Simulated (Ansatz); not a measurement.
# λ, α²F and ρ(T) of Pt-Ir-Pt stack of (100) layers, part 3 of 3

The plan: relax Pt-Ir-Pt stack of (100) layers, check its phonons, and, if the lattice is stable, compute its Eliashberg function and ρ(T).

Ansatz 0.2.0; DFT PBE, scalar-relativistic, plane waves, PAW; PAW set soft_1.

So far. Step 4 (Phonons by linear response: q 2×2×1, k 6×6×1): Among the solved wavevectors the lowest mode, translations apart, is 60.8 cm⁻¹, so these are real on this k mesh.

## 5. Resistivity: q 3×3×1, k 9×9×1, scattering 12×12×1

Phonons, couplings and the Boltzmann equation in one run.

File input.yaml:

```yaml
crystal:
  lattice:
    - [2.7184921118, 0.0, 0.0]
    - [0.0, 2.7184921118, 0.0]
    - [0.0, 0.0, 31.479999768]
  atoms:
    - { symbol: Pt, position: [0.0, 0.0, 0.1746524221] }
    - { symbol: Ir, position: [0.5, 0.5, 0.2357052114] }
    - { symbol: Pt, position: [0.0, 0.0, 0.2967580007] }
  periodic: [true, true, false]
kpoints:
  mp_grid: { grid: [9, 9, 1] }
hamiltonian:
  xc: pbe
  pseudopotentials: { kind: paw, azcp: { folder: soft_1 } }
scf:
  occupations: { method: methfessel_paxton, width: 0.2 }
output:
  eigenvalues: true
phonons:
  method: dfpt
  qmesh: [3, 3, 1]
  temperatures: { t_max: 1000, t_step: 50 }
  qpath:
    path: [[0.0, 0.0, 0.0], [0.0, 0.5, 0.0], [0.5, 0.5, 0.0], [0.0, 0.0, 0.0]]
    npoints: 10
  electrical_resistivity:
    mesh: [12, 12, 1]
    temperatures: [20.0, 50.0, 77.0, 100.0, 150.0, 200.0, 300.0, 400.0, 600.0, 800.0]
```

Started as:

```
ansatz run input.yaml --threads 8 --pin off --max-ram 20480MiB --backend cpu --events-out ev --progress --plain --runs-dir out
```

Numbers of over 12 decimals in the logs are rounded to 6 here.

The program printed:

```text
[...]
Crystal: 3 atoms, lattice volume = 232.643 Å³
Basis set: ecut = 420 eV, 4629 PW (Γ), exchange–correlation on 40×40×432 points (8 copies of the dense FFT grid, shifted against one another)
Bands: 32, of which v1, the nominal top of the filled ones, is band 27 counted from 1 (26 counted from 0)
Symmetry: 16 space group operations
k-points: 15 of 81 (irreducible under 8 space group operations)
[...]
SCF iter   1: F=—  HF=-36986.229694 eV  |F-HF|=—  |Δ(HF+E_count)|=         —  Δρ=5.21e-2  dr2=1.55e1  ethr=3.10e-3  ⟨swp⟩=12.7  Hψ=3644  notcnv=0
[...]
SCF iter  14: F=-36984.436210 eV  HF=-36984.436210 eV  |F-HF|=6.55e-11  |Δ(HF+E_count)|=  6.84e-10  S|Δr|=    0.00e0  Δρ=3.06e-8  dr2=1.58e-12  ethr=1.00e-12  ⟨swp⟩=18.3  Hψ=4014  notcnv=0
SCF 1 converged in 14 iterations: F = -36984.436210 eV  dr2 = 1.58e-12
[...]
k-points: 15 of 81
SCF iter   1: F=—  HF=-36986.229694 eV  |F-HF|=—  |Δ(HF+E_count)|=         —  Δρ=5.21e-2  dr2=1.55e1  ethr=3.10e-3  ⟨swp⟩=12.7  Hψ=3644  notcnv=0
[...]
SCF iter  14: F=-36984.436210 eV  HF=-36984.436210 eV  |F-HF|=1.46e-11  |Δ(HF+E_count)|=  7.20e-10  S|Δr|=    0.00e0  Δρ=2.96e-8  dr2=1.53e-12  ethr=1.00e-12  ⟨swp⟩=4.2  Hψ=1424  notcnv=0
SCF 2 converged in 14 iterations: F = -36984.436210 eV  dr2 = 1.53e-12
[...]
SCF converged after 14 iterations
[...]
Free energy (F): -36984.436210 eV
[...]
Internal energy: -36984.441534 eV  (E = F + TS)
E sigma→0 (E₀):  -36984.437541 eV
Entropy (-TS):   0.005324 eV (1.775 meV/atom)
Fermi energy:    -5.683019 eV
[...]
--- Band table (eV; the first three rows and the last of 15) ---
  k-point 0: bands = [... 23 lower, -7.2457, -6.5572, -6.1368, -6.0572, -5.1392, -5.1392, -5.0531, -3.9385, ... 1 higher]
  k-point 1: bands = [... 23 lower, -7.3439, -6.6506, -6.4536, -6.0756, -5.2839, -5.2252, -5.0367, -2.6832, ... 1 higher]
  k-point 2: bands = [... 23 lower, -7.0183, -7.0129, -6.9418, -6.4867, -5.4531, -5.0151, -4.0938, -1.0251, ... 1 higher]
  k-point 14: bands = [... 23 lower, -5.6907, -5.2976, -4.9043, -4.2870, -2.7541, -0.9810, 0.4746, 2.4415, ... 1 higher]
[...]
ASR residual: 4.949e-5 → 0.000e0 eV/Å²; symmetrization residual: 2.189e-7 eV/Å²
[...]
ASR residual per site (eV/Å²): 2.38e-6 4.95e-5 2.35e-6
  Γ frequencies (cm⁻¹): 0.00 0.00 0.00 73.48 73.48 120.91 132.63 132.63 169.54
--- Phonons (arbitrary-q DFPT): 3 irreducible q on the 3×3×1 mesh ---
[...]
interpolated dispersion: 31 rows × 9 modes
[...]
--- Electrical resistivity: potentials and phonons of a 3×3×1 supercell ---
  scattering by harmonic phonons alone, with no dipole-dipole term; scattering by other electrons, impurities, surfaces and spin disorder is left out, and so is spin–orbit coupling
  the resistivity is that of a variational response, whose dependence on the energy is improved iteratively
  tensors lie in the sheet's plane, the Hall coefficient along its normal; that, the resistivity and the plasma energy are of the whole cell, vacuum included; the cell is 31.480 Å high
  at the Fermi level of each mesh (of a tensor half of its trace):
           mesh   spin    states/(eV spin)  plasma energy (eV)         λ      λ_tr    ħω_log (meV)
        12×12×1                     1.9242              3.5148    0.3868    0.4639          12.801
          6×6×1                     1.9894              3.6979    0.3432    0.5410          13.314
          3×3×1                     0.8110              3.4217    0.2008    0.2648          13.887
  resistivity on the deck's mesh, µΩ·cm:
     T (K)       trace/2  mesh converged            xx            yy            zz    lowest order   relaxation time
     20.00     1.0426e-1              no     1.0426e-1     1.0426e-1      0.0000e0       2.0526e-1         1.1685e-1
     50.00      2.8019e0              no      2.8019e0      2.8019e0      0.0000e0        3.8127e0          2.8475e0
     77.00      7.1437e0              no      7.1437e0      7.1437e0      0.0000e0        8.6903e0          7.2233e0
    100.00      1.0971e1              no      1.0971e1      1.0971e1      0.0000e0        1.2894e1          1.1095e1
    150.00      1.8924e1              no      1.8924e1      1.8924e1      0.0000e0        2.1675e1          1.9148e1
    200.00      2.6419e1              no      2.6419e1      2.6419e1      0.0000e0        3.0128e1          2.6720e1
    300.00      4.1074e1             yes      4.1074e1      4.1074e1      0.0000e0        4.6712e1          4.1472e1
    400.00      5.5694e1              no      5.5694e1      5.5694e1      0.0000e0        6.3394e1          5.6081e1
    600.00      8.5315e1              no      8.5315e1      8.5315e1      0.0000e0        9.7332e1          8.5394e1
    800.00      1.1507e2              no      1.1507e2      1.1507e2      0.0000e0        1.3157e2          1.1457e2
  sheet resistance at 20 K: 0.3312 Ω
  mean free path at 20 K (of a tensor half of its trace): 2698 nm by what each carries, 1902 by the Fermi surface alone
  sheet resistance at 50 K: 8.900 Ω
[...]
sheet resistance at 77 K: 22.69 Ω
[...]
Hall coefficient in a weak field at 77 K (along the normal): 2.728e-10 m³/C (as a tensor it moves by 44.1 % between the two finest meshes); by each state's relaxation time: 2.736e-10 m³/C; by a constant relaxation time: (none: it, or that of a finer mesh, parts from a neighbouring mesh's by over half of the finer one's)
  sheet resistance at 100 K: 34.85 Ω
[...]
sheet resistance at 150 K: 60.11 Ω
[...]
sheet resistance at 200 K: 83.92 Ω
[...]
sheet resistance at 300 K: 130.5 Ω
[...]
sheet resistance at 400 K: 176.9 Ω
[...]
sheet resistance at 600 K: 271.0 Ω
[...]
sheet resistance at 800 K: 365.5 Ω
[...]
the resistivity times a path that all electrons share, by the Fermi surface of the deck's mesh alone (half of the trace): 1.983e-15 Ω·m²
  not converged in the mesh (λ; λ_tr; the resistivity at 20 K by 23.58 %; the resistivity at 50 K by 15.92 %; the resistivity at 77 K by 11.54 %; the resistivity at 100 K by 9.47 %; the resistivity at 150 K by 6.56 %; the resistivity at 200 K by 3.80 %; the resistivity at 400 K by 2.39 %; the resistivity at 600 K by 3.33 %; the resistivity at 800 K by 3.16 %): between neighbouring meshes, the two finest first, λ move [...]
  vibrations of 9 cells: unjudged by the run; compare a larger repeat
  the changes of the potential over all sites missed a rigid shift's by 0.38 % (the site terms' by 0.00 %)
  at the force constants' own smearing the fine mesh and the k-points of their solves give squared frequencies that differ by 11.8 % of the larger at the most, at (0.3333, 0.3333, 0)
```

It took 2.4 min on 8 threads of Arm Neoverse V2, shared host; peak memory 2.9 GiB; 18 min of CPU time.

This step gave:

| Quantity | Value |
| --- | --- |
| zero point energy | 0.06679 eV/cell |
| highest frequency, solved or plainly interpolated | 187.1 cm⁻¹ |
| cell height | 31.48 Å |
| sheet resistance 300K | 130.5 Ω/square, mean in the plane |
| resistivity at 300 K | 41.07 μΩ cm, mean of the axes, of the whole cell with its vacuum |
| coupling constant λ | 0.3868 |
| density of states at the Fermi level | 1.924 states/eV a spin and cell |
| log mean phonon energy ħω_log | 12.8 meV |
| transport coupling constant λ_tr | 0.4639, 0.4639, 0 (xx, yy, zz) |
| Drude plasma energy | 3.515, 3.515, 0 eV (xx, yy, zz), of the whole cell with its vacuum |
| second-moment phonon energy ħω₂ | 14.4 meV, from the broadened α²F curve |

Some states were left unconverged by the eigensolver. By its own test the run is not converged in the mesh. λ = 0.387 and 130 Ω per square at 300 K. By the run's own test λ moves by 11 % between its two finest scattering meshes.

## 6. Resistivity: q 3×3×1, k 12×12×1, scattering 16×16×1

The next rung changes the k mesh of the density and its response; the scattering mesh, which samples the Fermi surface.

input.yaml, as its differences from that of step 5:

```diff
@@ -11,3 +11,3 @@
 kpoints:
-  mp_grid: { grid: [9, 9, 1] }
+  mp_grid: { grid: [12, 12, 1] }
 hamiltonian:
@@ -27,3 +27,3 @@
   electrical_resistivity:
-    mesh: [12, 12, 1]
+    mesh: [16, 16, 1]
     temperatures: [20.0, 50.0, 77.0, 100.0, 150.0, 200.0, 300.0, 400.0, 600.0, 800.0]
```

The program printed:

```text
[...]
Crystal: 3 atoms, lattice volume = 232.643 Å³
Basis set: ecut = 420 eV, 4629 PW (Γ), exchange–correlation on 40×40×432 points (8 copies of the dense FFT grid, shifted against one another)
Bands: 32, of which v1, the nominal top of the filled ones, is band 27 counted from 1 (26 counted from 0)
Symmetry: 16 space group operations
k-points: 28 of 144 (irreducible under 8 space group operations)
[...]
sheet resistance at 100 K: 31.60 Ω
[...]
sheet resistance at 150 K: 53.88 Ω
[...]
sheet resistance at 200 K: 74.75 Ω
[...]
sheet resistance at 300 K: 115.5 Ω
[...]
sheet resistance at 400 K: 156.4 Ω
[...]
sheet resistance at 600 K: 240.7 Ω
[...]
sheet resistance at 800 K: 327.4 Ω
[...]
vibrations of 9 cells: unjudged by the run; compare a larger repeat
[...]
[key lines of the parts left out:]
SCF converged after 14 iterations
Free energy (F): -36984.440794 eV
Fermi energy:    -5.669615 eV
```

The job ended after 4.1 min (8 threads; peak memory 3.6 GiB).

This step gave:

```
zero point energy                                 : 0.06692 eV/cell
highest frequency, solved or plainly interpolated : 186.5 cm⁻¹
sheet resistance 300K                             : 115.5 Ω/square, mean in the plane
resistivity at 300 K                              : 36.34 μΩ cm, mean of the axes, of the whole cell with its vacuum
coupling constant λ                               : 0.38
density of states at the Fermi level              : 2.26 states/eV a spin and cell
log mean phonon energy ħω_log                     : 12.58 meV
transport coupling constant λ_tr                  : 0.456, 0.456, 0 (xx, yy, zz)
Drude plasma energy                               : 3.647, 3.647, 0 eV (xx, yy, zz), of the whole cell with its vacuum
second-moment phonon energy ħω₂                   : 14.21 meV, from the broadened α²F curve
```

The Eliashberg function α²F has structure finer than the step of the table below, so its rows give means over 1 meV, whole bins alone (the curve runs from 0.095 to 24.1 meV). Peaks (meV: height): α²F 9.0: 0.264, 13.5: 0.247, 14.9: 0.663, 17.1: 0.193, 21.7: 0.207; α²F tr 14.9: 1.02, 17.1: 0.292, 22.1: 0.250.

The Eliashberg function α²F by phonon energy; means over each step:

```csv
phonon energy (meV),α²F,α²F tr
1,3.2e-4,3.1e-4
2,0.00146,0.00111
3,0.00293,0.00186
4,0.00649,0.00418
5,0.0113,0.00856
6,0.0151,0.0133
7,0.0197,0.0197
8,0.0554,0.0567
9,0.214,0.228
10,0.176,0.201
11,0.139,0.168
12,0.134,0.144
13,0.169,0.181
14,0.201,0.241
15,0.401,0.586
16,0.172,0.217
17,0.148,0.205
18,0.0560,0.0808
19,0.0766,0.103
20,0.133,0.171
21,0.140,0.189
22,0.160,0.214
23,0.0876,0.107
```

Some states were left unconverged by the eigensolver. By its own test the run is not converged in the mesh. λ = 0.38 and 116 Ω per square at 300 K, against 0.387 and 130 in the run with q 3×3×1, k 9×9×1, scattering 12×12×1 (-1.8 % and -11.5 %). By the run's own test λ moves by 23 % between its two finest scattering meshes.

## 7. Electron–phonon run: q 4×4×1, k 12×12×1, scattering 20×20×1

The next rung changes the q mesh, which sets the reach of the force constants and couplings; the scattering mesh, which samples the Fermi surface.

input.yaml, as its differences from that of step 6:

```diff
@@ -21,3 +21,3 @@
   method: dfpt
-  qmesh: [3, 3, 1]
+  qmesh: [4, 4, 1]
   temperatures: { t_max: 1000, t_step: 50 }
@@ -27,3 +27,3 @@
   electrical_resistivity:
-    mesh: [16, 16, 1]
+    mesh: [20, 20, 1]
     temperatures: [20.0, 50.0, 77.0, 100.0, 150.0, 200.0, 300.0, 400.0, 600.0, 800.0]
```

The program printed:

```text
[...]
Crystal: 3 atoms, lattice volume = 232.643 Å³
Basis set: ecut = 420 eV, 4629 PW (Γ), exchange–correlation on 40×40×432 points (8 copies of the dense FFT grid, shifted against one another)
Bands: 32, of which v1, the nominal top of the filled ones, is band 27 counted from 1 (26 counted from 0)
Symmetry: 16 space group operations
k-points: 28 of 144 (irreducible under 8 space group operations)
[...]
sheet resistance at 100 K: 30.65 Ω
[...]
sheet resistance at 150 K: 52.92 Ω
[...]
sheet resistance at 200 K: 74.40 Ω
[...]
sheet resistance at 300 K: 116.6 Ω
[...]
sheet resistance at 400 K: 158.8 Ω
[...]
sheet resistance at 600 K: 244.6 Ω
[...]
sheet resistance at 800 K: 332.3 Ω
[...]
vibrations of 16 cells: unjudged by the run; compare a larger repeat
[...]
[key lines of the parts left out:]
SCF converged after 14 iterations
Free energy (F): -36984.440794 eV
Fermi energy:    -5.669615 eV
```

Wall time 7.3 min (8 threads); peak memory 3.3 GiB; 56 min of CPU time.

Numbers from this step:

| Property | Result |
| --- | --- |
| zero point energy | 0.06710 eV/cell |
| highest frequency, solved or plainly interpolated | 195.9 cm⁻¹ |
| sheet resistance 300K | 116.6 Ω/square, mean in the plane |
| resistivity at 300 K | 36.72 μΩ cm, mean of the axes, of the whole cell with its vacuum |
| coupling constant λ | 0.3755 |
| density of states at the Fermi level | 1.989 states/eV a spin and cell |
| log mean phonon energy ħω_log | 12.23 meV |
| transport coupling constant λ_tr | 0.5257, 0.5257, 0 (xx, yy, zz) |
| Drude plasma energy | 3.95, 3.95, 0 eV (xx, yy, zz), of the whole cell with its vacuum |
| second-moment phonon energy ħω₂ | 14.12 meV, from the broadened α²F curve |

Some states were left unconverged by the eigensolver. By its own test the run is not converged in the mesh. λ = 0.376 and 117 Ω per square at 300 K, against 0.38 and 116 in the run with q 3×3×1, k 12×12×1, scattering 16×16×1 (-1.2 % and +1.0 %). By the run's own test λ moves by 15 % between its two finest scattering meshes.

## 8. The ladder

Times are for 8 threads of Arm Neoverse V2, shared host. The runs compared:

```csv
no.,run,"sheet resistance 300K (Ω/square, mean in the plane)",coupling constant λ,log mean phonon energy ħω_log (meV),time,memory (GiB)
1,"q 3×3×1, k 9×9×1, scattering 12×12×1",130.5,0.3868,12.8,2.4 min,2.9
2,"q 3×3×1, k 12×12×1, scattering 16×16×1",115.5,0.38,12.58,4.1 min,3.6
3,"q 4×4×1, k 12×12×1, scattering 20×20×1",116.6,0.3755,12.23,7.3 min,3.3
```

The runs together, line α²F. Table of Eliashberg function α²F, α²F by phonon energy; read off at these points:

```csv
phonon energy (meV),"q 3×3×1, k 9×9×1, scattering 12×12×1","q 3×3×1, k 12×12×1, scattering 16×16×1","q 4×4×1, k 12×12×1, scattering 20×20×1"
0.50,0,1.5e-5,1.5e-5
1.00,1.0e-4,2.6e-4,4.6e-4
1.50,3.9e-4,9.3e-4,0.00108
2.00,0.00102,0.00141,0.00214
2.50,0.00155,0.00211,0.00310
3.00,0.00237,0.00290,0.00501
3.50,0.00343,0.00403,0.00673
4.00,0.00476,0.00663,0.00832
4.50,0.00612,0.00848,0.0106
5.00,0.0101,0.0113,0.0135
5.50,0.0115,0.0137,0.0159
6.00,0.0136,0.0152,0.0184
6.50,0.0164,0.0163,0.0201
7.00,0.0225,0.0192,0.0268
7.50,0.0356,0.0250,0.0472
8.00,0.0535,0.0327,0.148
8.50,0.203,0.148,0.144
8.58,0.283,0.150,0.148
9.00,0.240,0.254,0.301
9.50,0.170,0.182,0.149
10.00,0.177,0.187,0.119
10.50,0.154,0.143,0.101
11.00,0.143,0.143,0.128
11.50,0.109,0.123,0.101
12.00,0.105,0.135,0.109
12.50,0.121,0.148,0.114
13.00,0.127,0.159,0.122
13.50,0.160,0.228,0.199
13.86,0.252,0.161,0.147
14.00,0.182,0.173,0.170
14.50,0.294,0.311,0.499
14.80,0.846,0.614,0.618
15.00,0.501,0.461,0.289
15.50,0.267,0.232,0.154
16.00,0.125,0.159,0.119
16.50,0.127,0.131,0.109
17.00,0.190,0.172,0.172
17.25,0.221,0.158,0.146
17.50,0.0891,0.0904,0.117
18.00,0.0507,0.0503,0.0558
18.50,0.0601,0.0598,0.0588
19.00,0.0776,0.0741,0.0718
19.50,0.0983,0.105,0.101
20.00,0.119,0.143,0.140
20.50,0.121,0.139,0.182
21.00,0.108,0.130,0.131
21.50,0.237,0.184,0.196
21.59,0.280,0.199,0.215
22.00,0.199,0.165,0.189
22.50,0.157,0.106,0.125
23.00,0.156,0.0986,0.102
23.50,0.0787,0.0433,0.0476
24.00,0.0367,0.0563,0.0604
```

## 9. Summary of results

```yaml
run: PBE, q 4×4×1, k 12×12×1, scattering 20×20×1
coupling_constant_lambda: 0.376
log_mean_phonon_energy_omega_log: 12.2 meV
states_at_the_fermi_level: 1.99 states/eV/spin/cell
sheet_resistance_at_300_k: 117 Ω per square
change_between_its_two_finest_scattering_meshes: λ 15 %, resistivity at 300 K 15 %
time_of_that_run: 7.3 min
```

On the last rung that gave a resistivity at the base settings (q 4×4×1, k 12×12×1, scattering 20×20×1), Pt-Ir-Pt stack of (100) layers has λ = 0.38 and a phonon-limited sheet resistance of 117 Ω per square at 300 K. Across the runs of step 8 the sheet resistance 300K runs from 116 Ω/square, mean in the plane (q 3×3×1, k 12×12×1, scattering 16×16×1) to 130 Ω/square, mean in the plane (q 3×3×1, k 9×9×1, scattering 12×12×1), while the wall time spans a factor of 3.0. The coupling is moderate (λ = 0.38), so phonons raise the electrons' mass at the Fermi surface by about 38 %, if this value holds on finer meshes. By the run's own test λ moves by 15 % between the two scattering meshes. Values of ρ(T) under 50 K rest on the softest modes, mostly interpolated ones, and are the least sure of the table. The high-temperature form ρ = 2π k_B T λ_tr/(ħ ε₀ ω_p²) gives 40.7 μΩ cm along x at 300 K, against 36.7 from the Boltzmann equation. The three lowest branches give 49 % of λ. By the run's own test, which takes the component that moves most, the resistivity at 300 K moves by 15 % between its two finest scattering meshes, so it is not converged. In the run quoted no mode is imaginary at the wavevectors of the 4×4×1 mesh; wavevectors off that mesh are interpolated. Only scattering by harmonic phonons counts; impurities, grain boundaries and thermal expansion are left out. The resistivity belongs to the whole cell, vacuum included; the sheet resistance is the quantity that does not depend on the vacuum. Spin–orbit coupling, left out here, matters for Ir and Pt. The c of the given cell is the typed one; the program laid its own vacuum and ran the layer in a cell 31.5 Å high. The structure was built by hand as an ordered model, and its stability against other phases was not tested.

[Logs are printed without paths, hosts, clocks, repeated set-up lines and the standing remarks that a program may print on its own settings, such as how far it seeks lower states.]

[Hosts, paths, dates, database ids (printed as entryN), source tags and the programs' standing remarks are cut or masked in the printed files.]
